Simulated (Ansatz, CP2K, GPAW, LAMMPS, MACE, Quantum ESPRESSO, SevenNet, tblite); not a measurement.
## Running amorphous Ge (66 atoms) with GPAW

How do the settings of GPAW change the result for amorphous Ge (66 atoms)? A plane-wave run serves as the yardstick.

Method: the method is named at each step, in GPAW 26.7.0.

### Step 1. Set-up

The cell holds 66 atoms: 66 Ge. Its edges and angles: a = 11.531 Å, b = 11.531 Å, c = 11.531 Å, α = 90.0°, β = 90.0°, γ = 90.0°. 66 atoms (66 Ge) placed at random at 5.19 g/cm³, melted at 3500 K for 10 ps at fixed volume with the Tersoff potential (Tersoff, Phys. Rev. B 39, 5566 (1989)). Quenched from 3500 K to 300 K at 5 K/ps and fixed volume, held 5 ps, then minimised at fixed cell.

The yardstick, on the same geometry:

- method: Kohn-Sham DFT, PBE, PAW, plane waves (Ansatz 0.2.0); cutoff 420 eV, Γ point, fermi-dirac smearing of 0.05 eV; PAW set soft_2
- r.m.s. force component: 0.2307 eV/Å
- longest force: 0.7496 eV/Å
- pressure: 3.016 GPa
- SCF cycles: 10
- time: 41 s on 4 threads of Intel Xeon Platinum 8259CL at 2.50GHz (Skylake/Cascade Lake), shared host
- CPU time: 2.4 min

### Step 2. PBE, LCAO dzp, h 0.2 Å

Method: Kohn-Sham DFT, PBE, PAW, atomic orbitals (dzp).

File run.py:

```python
import numpy as np
from ase.io import read
from gpaw import GPAW, FermiDirac

atoms = read("structure.xyz")
atoms.calc = GPAW(
    mode="lcao",
    basis="dzp",
    h=0.2,
    xc="PBE",
    kpts={"size": (1, 1, 1), "gamma": True},
    occupations=FermiDirac(0.05),
    maxiter=200,
    symmetry={"point_group": False},
    txt="gpaw.txt",
)
energy = atoms.get_potential_energy(force_consistent=True)
forces = atoms.get_forces()
print(f"energy {energy:.6f} eV")
print("forces (eV/A)")
for i, (a, f) in enumerate(zip(atoms, forces)):
    print(f"{i:4d} {a.symbol:2s} {f[0]:10.5f} {f[1]:10.5f} {f[2]:10.5f}")
print(f"Fermi level {atoms.calc.get_fermi_level():.4f} eV")
for k in range(len(atoms.calc.get_ibz_k_points())):
    for s in range(atoms.calc.get_number_of_spins()):
        e = atoms.calc.get_eigenvalues(kpt=k, spin=s)
        n = np.searchsorted(e, atoms.calc.get_fermi_level())
        print(f"k {k} spin {s} levels about the Fermi level:", np.round(e[max(n - 6, 0):n], 4).tolist(), "|", np.round(e[n:n + 6], 4).tolist())
```

File structure.xyz:

```xyz
66
Lattice="11.53150 0.00000 0.00000 0.00000 11.53150 0.00000 0.00000 0.00000 11.53150" Properties=species:S:1:pos:R:3 pbc="T T T"
Ge 8.95479 7.46249 11.02677
Ge 5.30172 0.69177 1.13389
Ge 3.77945 4.35579 9.07379
Ge 8.16349 11.32774 3.66794
Ge 11.45458 5.76771 8.79138
Ge 2.11384 8.92423 8.53446
Ge 5.20474 6.58137 9.39552
Ge 1.53450 5.97251 0.48894
Ge 6.99778 6.42893 1.66019
Ge 4.41622 0.09721 7.66660
Ge 5.71317 0.37339 3.61132
Ge 0.48917 3.46452 3.43028
Ge 0.89438 7.52926 10.13561
Ge 4.04513 10.06608 3.99959
Ge 2.78590 11.07093 9.44845
Ge 4.02380 10.39841 11.51340
Ge 2.44918 3.86040 11.16906
Ge 10.83592 7.78296 3.22963
Ge 3.09563 3.25488 3.73851
Ge 8.94072 1.27515 1.84769
Ge 1.09642 2.41170 7.15299
Ge 5.14432 9.36081 6.19357
Ge 6.04896 3.21348 0.30455
Ge 3.75074 5.63913 3.93339
Ge 10.83223 9.12453 11.01385
Ge 6.60409 10.06908 8.40692
Ge 1.81863 4.67176 7.67491
Ge 7.87705 3.44642 2.00740
Ge 10.34283 11.02181 9.35389
Ge 8.46078 8.90912 3.23620
Ge 7.41787 8.81018 0.88746
Ge 2.48942 6.29424 5.92638
Ge 3.45541 6.69888 1.71047
Ge 8.43806 4.24936 8.61599
Ge 6.20003 6.07226 3.98298
Ge 10.12270 10.18185 7.06823
Ge 7.71065 6.61770 9.00749
Ge 0.22867 11.34146 3.25361
Ge 9.05776 4.16599 6.15263
Ge 7.97403 0.26834 9.60908
Ge 10.23778 4.26077 10.31031
Ge 3.88323 7.67064 7.46688
Ge 11.28484 5.58517 2.16815
Ge 10.07484 6.41417 6.83322
Ge 5.29976 2.41297 5.11976
Ge 7.04494 8.08324 5.11214
Ge 7.21872 3.94089 4.44193
Ge 3.01180 9.11507 1.84585
Ge 2.93119 1.43971 5.86965
Ge 11.36764 1.74103 1.76524
Ge 10.04428 0.25934 5.13832
Ge 6.94139 2.54154 9.48454
Ge 7.54714 11.34215 0.41675
Ge 10.82877 2.61027 5.50791
Ge 5.11999 2.53485 7.84684
Ge 0.30535 7.37532 5.43295
[... 6 atom lines left out ...]
Ge 1.97823 10.95527 4.92199
Ge 3.72329 2.71671 1.37963
Ge 0.75151 0.99817 9.22428
Ge 9.24988 5.28108 0.88112
```

The run is started by

```
OMP_NUM_THREADS=1 python run.py > output.txt
```

The program printed:

```text
energy -272.621819 eV
forces (eV/A)
   0 Ge    0.24683    0.04294    0.10055
   1 Ge   -0.31062    0.10634    0.33586
   2 Ge    0.25004   -0.15019    0.10531
   3 Ge   -0.31941    0.37448    0.32214
   4 Ge   -0.12395    0.30631    0.04562
   5 Ge    0.12665   -0.02480    0.50902
   6 Ge   -0.10146    0.22682   -0.15598
   7 Ge   -0.33993    0.15062   -0.33411
   8 Ge    0.20806    0.63394    0.19947
   9 Ge    0.23300    0.26863   -0.05363
  10 Ge    0.00485    0.06506   -0.01147
  11 Ge   -0.18491    0.54463   -0.04286
  12 Ge    0.37554   -0.15128   -0.14735
  13 Ge   -0.13844   -0.38744    0.04910
  14 Ge    0.00979    0.24362    0.33804
  15 Ge   -0.32167    0.12165   -0.20090
  16 Ge    0.15331   -0.10118   -0.32730
  17 Ge   -0.30442   -0.38014   -0.00369
  18 Ge   -0.11826   -0.34693    0.04680
  19 Ge    0.12056    0.08866    0.11267
  20 Ge   -0.22111   -0.36965    0.25057
  21 Ge    0.09471    0.06821   -0.39119
  22 Ge   -0.06017    0.22654   -0.13188
  23 Ge    0.09625    0.26577   -0.28391
[...]
58 Ge   -0.17651   -0.01952   -0.20730
  59 Ge    0.12474    0.01339   -0.26162
  60 Ge   -0.29741   -0.33115   -0.50192
  61 Ge   -0.36212   -0.40305    0.35671
  62 Ge    0.04992    0.06524   -0.42961
  63 Ge    0.33706   -0.43311   -0.01709
  64 Ge    0.24304   -0.05401   -0.24656
  65 Ge    0.07967   -0.23405   -0.13521
Fermi level 5.4378 eV
k 0 spin 0 levels about the Fermi level: [4.9544, 4.9859, 5.1253, 5.215, 5.349, 5.3904] | [5.4896, 5.5187, 5.6667, 5.8636, 5.9248, 6.0009]
```

gpaw.txt:

```text
Input parameters:
  mode=LCAO(),
  basis={'default': 'dzp'},
  h=0.2,
  kpts=MonkhorstPack(size=(1, 1, 1), gamma=True),
  maxiter=200,
  occupations=Occupations(name='fermi-dirac', width=0.05, fixmagmom=False),
  symmetry=Symmetry(point_group=False),
  xc=XC(name='PBE')
Unit cell  # Å
| periodic |         x |         y |         z |   lengths |    angles |
|----------|-----------|-----------|-----------|-----------|-----------|
|      yes | 11.531500 |  0.000000 |  0.000000 | 11.531500 | 90.000000 |
|      yes |  0.000000 | 11.531500 |  0.000000 | 11.531500 | 90.000000 |
|      yes |  0.000000 |  0.000000 | 11.531500 | 11.531500 | 90.000000 |
Number of symmetries: 1
Symmetry operations  # r_c * U_cc + t_c -> r_c
|   | kind |            matrix            |
|---|------|------------------------------|
| 0 |  E   |  1, 0, 0,  0, 1, 0,  0, 0, 1 |
BZ-sampling:
  Number of BZ points: 1
  Number of IBZ points: 1
  Monkhorst-Pack size: [1, 1, 1]
  Monkhorst-Pack shift: [0, 0, 0]
[... lines left out ...]
  Fermi-Dirac:
[... lines left out ...]
xc functional:
  name: PBE with 2 nearest neighbor stencil
interpolation: tri-quintic # 5. degree polynomial
Initialization done in: 14.426 s
convergence criteria:
- Maximum [total energy] change in last 3 cyles: 0.0005 eV / valence electron
- Maximum integral of absolute [dens]ity change: 0.0001 electrons / valence electron
- Maximum integral of absolute [eigenst]ate change: 4e-08 eV^2 / valence electron
maximum number of iterations: 200
SCF iterations
|iter     |      energy | eigst |  dens |
|---------|-------------|-------|-------|
|iter:   1| -272.920496 |      c|       |
|iter:   2| -272.807371 |      c| -1.07 |
|iter:   3| -277.330387 |      c| -1.09 |
|iter:   4| -280.822914 |      c| -1.27 |
|iter:   5| -273.066898 |      c| -1.14 |
|iter:   6| -272.612154 |      c| -1.73 |
|iter:   7| -272.562672 |      c| -2.04 |
|iter:   8| -272.528451c|      c| -2.20 |
|iter:   9| -272.522293c|      c| -2.43 |
|iter:  10| -272.515456c|      c| -2.58 |
|iter:  11| -272.514755c|      c| -2.86 |
|iter:  12| -272.513564c|      c| -3.08 |
|iter:  13| -272.513451c|      c| -3.30 |
|iter:  14| -272.513486c|      c| -3.69 |
|iter:  15| -272.513431c|      c| -4.02c|
Converged in 15 steps
SCF loop duration: 276.581 s (18.439 s/step)
Energy contributions relative to reference atoms: (reference = -3768444.098265)
Energy contributions:
  Kinetic:        1009.079239
  Coulomb:        -906.406256
  Zero:              0.415122
  External:          0.000000
  Xc:             -375.493147
  Entropy:          -0.216777
  Spinorbit:         0.000000
  ----------------------------
  Free energy:    -272.621819
  Extrapolated:   -272.513431
dipole moment: (-0.097569, 16.479930, 6.240687)  # |e|*Ang
Fermi level: 5.438
Eigenvalues  # (at kpt = [0.000, 0.000, 0.000])
| band index |      eig [eV] | occ [0-2] |
|------------|---------------|-----------|
|          0 |        -7.056 |     2.000 |
|        ... |               |           |
|        124 |         4.735 |     2.000 |
|        125 |         4.826 |     2.000 |
[...]
|        139 |         6.341 |     0.000 |
|        ... |               |           |
|        162 |         8.051 |     0.000 |
Gap: 0.099 eV
Transition (v -> c):
  (s=0, k=0, n=131, [0.00, 0.00, 0.00]) -> (s=0, k=0, n=132, [0.00, 0.00, 0.00])
No difference between direct/indirect transitions
Force computation time: 42.498  # s
timing:  # [seconds]
  Total:  333.552  # ━━━━━━━━━━━━━━━━━━━━━━━━━━━━━━━━━━━━━━━━━━━━━━━━━━━━━━━━
  Init:    14.425  # ━━╸
  SCF:    276.581  # ━━━━━━━━━━━━━━━━━━━━━━━━━━━━━━━━━━━━━━━━━━━━━━╸
  Forces:  42.498  # ━━━━━━━
```

The job ended after 5.6 min (1 thread of Intel Xeon Platinum 8259CL at 2.50GHz (Skylake/Cascade Lake), shared host; peak memory 1.3 GiB).

Banners, paths, timers and routine set-up lines are dropped from the logs unmarked, and long logs keep their key lines alone; longer cuts are marked.

Numbers from this run, and their distance from the reference:

| Quantity | Value |
| --- | --- |
| r.m.s. force component | 0.2561 eV/Å |
| r.m.s. difference of force components | 45.4 meV/Å |
| longest difference of force vectors | 127.5 meV/Å |
| force difference over r.m.s. force | 19.68 % |
| slope of forces against the reference's | 1.097 |
| correlation of force components | 0.988 |

Local excerpt of 9 atoms (numbers count through the whole input) about Ge53, picked at random; x, y, z are measured from there.

| atom | x | y | z | distance (Å) | bonds | Fx | Fy | Fz (eV/Å) |
| --- | --- | --- | --- | --- | --- | --- | --- | --- |
| Ge53 | 0.00 | 0.00 | 0.00 | 0.00 | 4 | 0.22 | -0.25 | -0.42 |
| Ge40 | 0.43 | 0.46 | -2.34 | 2.42 | 4 | 0.16 | 0.21 | -0.21 |
| Ge20 | 1.39 | 1.46 | 1.43 | 2.48 | 4 | 0.12 | 0.09 | 0.11 |
| Ge2 | -2.25 | 0.88 | 0.72 | 2.52 | 5 | -0.31 | 0.11 | 0.34 |
| Ge31 | -0.13 | -2.53 | 0.47 | 2.58 | 5 | -0.02 | 0.62 | -0.16 |
| Ge4 | 0.62 | -0.01 | 3.25 | 3.31 | 4 | -0.32 | 0.37 | 0.32 |
| Ge58 | -1.83 | -2.44 | -1.48 | 3.39 | 4 | -0.45 | -0.23 | 0.09 |
| Ge16 | -3.52 | -0.94 | -0.43 | 3.67 | 4 | -0.32 | 0.12 | -0.20 |
| Ge23 | -1.50 | 3.40 | -0.11 | 3.72 | 5 | -0.06 | 0.23 | -0.13 |

Atoms are counted from 1 here, from 0 in the log.

Forces lie 20 % from the reference's, at 2.4 times its CPU time (on 1 against 4 cores).

### Step 3. PBE, LCAO szp(dzp), h 0.2 Å

Method: Kohn-Sham DFT, PBE, PAW, atomic orbitals (szp(dzp)).

Changes to run.py since step 2:

```diff
@@ -7,3 +7,3 @@
     mode="lcao",
-    basis="dzp",
+    basis="szp(dzp)",
     h=0.2,
```

structure.xyz is that of step 2.

The program printed:

```text
energy -262.914880 eV
forces (eV/A)
   0 Ge    0.34655    0.00769    0.01853
   1 Ge   -0.27880    0.07393    0.32074
   2 Ge    0.36272   -0.15728    0.14847
   3 Ge   -0.41250    0.39786    0.43005
   4 Ge   -0.18038    0.30289    0.01659
   5 Ge    0.10325   -0.04716    0.54700
   6 Ge   -0.18737    0.22019   -0.18942
   7 Ge   -0.48122    0.16374   -0.42629
   8 Ge    0.23551    0.69649    0.19132
   9 Ge    0.24317    0.24244   -0.16322
  10 Ge   -0.01449    0.11960    0.01866
  11 Ge   -0.09494    0.68094    0.03597
[...]
61 Ge   -0.45977   -0.38734    0.44080
  62 Ge   -0.03140    0.08337   -0.40039
  63 Ge    0.27812   -0.50760    0.04624
  64 Ge    0.32113   -0.09093   -0.39570
  65 Ge   -0.01026   -0.24720   -0.19255
Fermi level 5.2769 eV
k 0 spin 0 levels about the Fermi level: [4.7747, 4.81, 4.9419, 5.0541, 5.1884, 5.2293] | [5.3225, 5.3658, 5.5328, 5.7126, 5.794, 5.8966]
```

gpaw.txt:

```text
Input parameters:
  mode=LCAO(),
  basis={'default': 'szp(dzp)'},
  h=0.2,
  kpts=MonkhorstPack(size=(1, 1, 1), gamma=True),
  maxiter=200,
  occupations=Occupations(name='fermi-dirac', width=0.05, fixmagmom=False),
  symmetry=Symmetry(point_group=False),
  xc=XC(name='PBE')
[... lines left out ...]
  Fermi-Dirac:
[... lines left out ...]
convergence criteria:
- Maximum [total energy] change in last 3 cyles: 0.0005 eV / valence electron
[... lines left out ...]
Converged in 15 steps
[... lines left out ...]
  Free energy:    -262.914880
[... lines left out ...]
Fermi level: 5.277
[... lines left out ...]
|          0 |        -7.276 |     2.000 |
|        ... |               |           |
|        124 |         4.548 |     2.000 |
|        125 |         4.652 |     2.000 |
[...]
|        139 |         6.229 |     0.000 |
|        ... |               |           |
|        162 |         8.033 |     0.000 |
Gap: 0.093 eV
Transition (v -> c):
  (s=0, k=0, n=131, [0.00, 0.00, 0.00]) -> (s=0, k=0, n=132, [0.00, 0.00, 0.00])
No difference between direct/indirect transitions
Force computation time: 33.016  # s
timing:  # [seconds]
  Total:  249.323  # ━━━━━━━━━━━━━━━━━━━━━━━━━━━━━━━━━━━━━━━━━━━━━━━━━━━━━━━━
  Init:    15.819  # ━━━╸
  SCF:    200.439  # ━━━━━━━━━━━━━━━━━━━━━━━━━━━━━━━━━━━━━━━━━━━━━
  Forces:  33.016  # ━━━━━━━╸
```

Run time: 4.2 min. Hardware: 1 thread; peak memory 1.3 GiB.

Numbers from this run, and their distance from the reference:

```
r.m.s. force component                  : 0.3057 eV/Å
r.m.s. difference of force components   : 116.1 meV/Å
longest difference of force vectors     : 341.6 meV/Å
force difference over r.m.s. force      : 50.32 %
slope of forces against the reference's : 1.252
correlation of force components         : 0.9444
```

This is a coarse setting, run to see what it loses.

Against the first run (20 %), the force difference from the reference is 50 %, at 0.75 times the CPU time, with 594 basis functions against 858: the smaller basis costs accuracy.

### Step 4. PBE, LCAO dzp, h 0.2 Å, other mixer settings

Method: Kohn-Sham DFT, PBE, PAW, atomic orbitals (dzp).

Changes to run.py since step 3:

```diff
@@ -2,3 +2,3 @@
 from ase.io import read
-from gpaw import GPAW, FermiDirac
+from gpaw import GPAW, FermiDirac, Mixer
 
@@ -7,3 +7,3 @@
     mode="lcao",
-    basis="szp(dzp)",
+    basis="dzp",
     h=0.2,
@@ -12,2 +12,3 @@
     occupations=FermiDirac(0.05),
+    mixer=Mixer(0.03, 7, 100),
     maxiter=200,
```

structure.xyz is that of step 3.

The program printed:

```text
energy -272.621812 eV
forces (eV/A)
   0 Ge    0.24564    0.04564    0.10534
   1 Ge   -0.31225    0.10467    0.33690
   2 Ge    0.24738   -0.15527    0.10124
   3 Ge   -0.31647    0.37375    0.32249
   4 Ge   -0.12412    0.30657    0.04390
   5 Ge    0.12442   -0.02395    0.50877
   6 Ge   -0.09679    0.22933   -0.15635
   7 Ge   -0.33791    0.15189   -0.33099
   8 Ge    0.20785    0.63665    0.19721
   9 Ge    0.23358    0.27212   -0.05055
  10 Ge    0.00416    0.06589   -0.01157
  11 Ge   -0.18533    0.54301   -0.04115
  12 Ge    0.37183   -0.14895   -0.15002
  13 Ge   -0.13981   -0.38486    0.04983
  14 Ge    0.01055    0.24146    0.33761
  15 Ge   -0.32230    0.12367   -0.20094
  16 Ge    0.15196   -0.10445   -0.32710
  17 Ge   -0.30416   -0.37988   -0.00329
  18 Ge   -0.11713   -0.34584    0.04623
  19 Ge    0.11894    0.08864    0.11428
  20 Ge   -0.22121   -0.36868    0.24729
  21 Ge    0.09782    0.06743   -0.39278
  22 Ge   -0.05924    0.22305   -0.12901
  23 Ge    0.09478    0.26409   -0.28345
[...]
58 Ge   -0.17904   -0.01816   -0.20473
  59 Ge    0.12340    0.01519   -0.26370
  60 Ge   -0.29188   -0.33063   -0.49689
  61 Ge   -0.35932   -0.40444    0.35456
  62 Ge    0.04943    0.06718   -0.43082
  63 Ge    0.33747   -0.43437   -0.01658
  64 Ge    0.24118   -0.05326   -0.24481
  65 Ge    0.08121   -0.23395   -0.13356
Fermi level 5.4377 eV
k 0 spin 0 levels about the Fermi level: [4.9544, 4.9859, 5.1254, 5.2149, 5.349, 5.3903] | [5.4896, 5.5186, 5.6666, 5.8634, 5.9247, 6.0007]
```

gpaw.txt:

```text
Input parameters:
  mode=LCAO(),
  basis={'default': 'dzp'},
  h=0.2,
  kpts=MonkhorstPack(size=(1, 1, 1), gamma=True),
  maxiter=200,
  mixer=Pulay(name='pulay', nmaxold=7, beta=0.03, weight=100, sigma=0.015, g_ss=None),
  occupations=Occupations(name='fermi-dirac', width=0.05, fixmagmom=False),
  symmetry=Symmetry(point_group=False),
  xc=XC(name='PBE')
Unit cell  # Å
[... lines left out ...]
  Fermi-Dirac:
[... lines left out ...]
convergence criteria:
- Maximum [total energy] change in last 3 cyles: 0.0005 eV / valence electron
[... lines left out ...]
Converged in 20 steps
[... lines left out ...]
  Free energy:    -272.621812
  Extrapolated:   -272.513440
dipole moment: (-0.099822, 16.480780, 6.240301)  # |e|*Ang
Fermi level: 5.438
Eigenvalues  # (at kpt = [0.000, 0.000, 0.000])
| band index |      eig [eV] | occ [0-2] |
|------------|---------------|-----------|
|          0 |        -7.056 |     2.000 |
|        ... |               |           |
|        124 |         4.735 |     2.000 |
|        125 |         4.826 |     2.000 |
[...]
|        139 |         6.341 |     0.000 |
|        ... |               |           |
|        162 |         8.051 |     0.000 |
Gap: 0.099 eV
Transition (v -> c):
  (s=0, k=0, n=131, [0.00, 0.00, 0.00]) -> (s=0, k=0, n=132, [0.00, 0.00, 0.00])
No difference between direct/indirect transitions
Force computation time: 45.166  # s
timing:  # [seconds]
  Total:  426.767  # ━━━━━━━━━━━━━━━━━━━━━━━━━━━━━━━━━━━━━━━━━━━━━━━━━━━━━━━━
  Init:    16.003  # ━━
  SCF:    365.548  # ━━━━━━━━━━━━━━━━━━━━━━━━━━━━━━━━━━━━━━━━━━━━━━━━
  Forces:  45.166  # ━━━━━━
```

Wall time 7.1 min (1 thread); peak memory 1.3 GiB.

Against the reference:

```
r.m.s. force component                          : 0.2559 eV/Å
r.m.s. difference of force components           : 44.74 meV/Å
longest difference of force vectors             : 124.1 meV/Å
force difference over r.m.s. force              : 19.4 %
slope of forces against the reference's         : 1.096
correlation of force components                 : 0.9884
energy less the same-level run's                : 0.0001 meV/atom
r.m.s. force difference from the same-level run : 2.014 meV/Å
```

Against the first run (20 %), the force difference from the reference is 19 %, at 1.3 times the CPU time: another solver or mixer reaches the same state.

(Part 1 of 2 ends here.)

[Also dropped from logs without a mark: logging warnings of Python, and SIESTA's first energy breakdown and zero terms.]

[Logs are printed without paths, hosts, clocks, repeated set-up lines and the standing remarks that a program may print on its own settings, such as how far it seeks lower states.]

[Hosts, paths, dates, database ids (printed as entryN), source tags and the programs' standing remarks are cut or masked in the printed files.]
